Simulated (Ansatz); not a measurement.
Rows from a G0W0 calculation on KBaLaWO6 (F-43m) (Ansatz 0.2.0; G0W0 on PBE, plane waves, PAW; PAW set soft_1; 4×4×4 mesh, 147 empty bands, screening to 54 eV, PAW set soft_1 files), in eV. Spin-orbit coupling is left out.

```
row                        k  band   start       Σx  Σc at the solution      Vxc
  A  (0.000, -0.500, -0.500)    v1   7.764  -25.393               4.893  -20.329
  B                        Γ    v1   7.795  -25.487               4.899  -20.427
  C                        Γ    c1  10.437  -13.066              -3.690  -17.913
  D  (0.000, -0.500, -0.500)    v2   7.304  -26.175               4.695  -21.373
  E  (0.000, -0.500, -0.500)    c1  10.290  -12.800              -3.856  -17.801
  F  (0.000, -0.500, -0.500)    c2  11.634  -16.566              -3.959  -21.985
```

Give the quasiparticle energies and the shift of each level.

The quasiparticle equation reads E = start + Σx + Σc(E) − Vxc.

```
row  E (eV)  shift (eV)
  A   7.593      −0.171
  B   7.633      −0.162
  C  11.593      +1.157
  D   7.197      −0.107
  E  11.435      +1.145
  F  13.093      +1.459
```

Limits: not at the basis limit; f levels unsure; no spin-orbit coupling.

[Paths, hosts, dates, memory and timing lines, banners, echoed tables and standing remarks are left out of the program output.]

[Logs are printed without paths, hosts, clocks, repeated set-up lines and the standing remarks that a program may print on its own settings, such as how far it seeks lower states.]

[Runs of the session that timed out or met a known fault of the program may be left out.]

[Cells called generated may have been cut or substituted from an entry of the Crystallography Open Database or the Materials Project.]

[Hosts, paths, dates, database ids (printed as entryN), source tags and the programs' standing remarks are cut or masked in the printed files.]
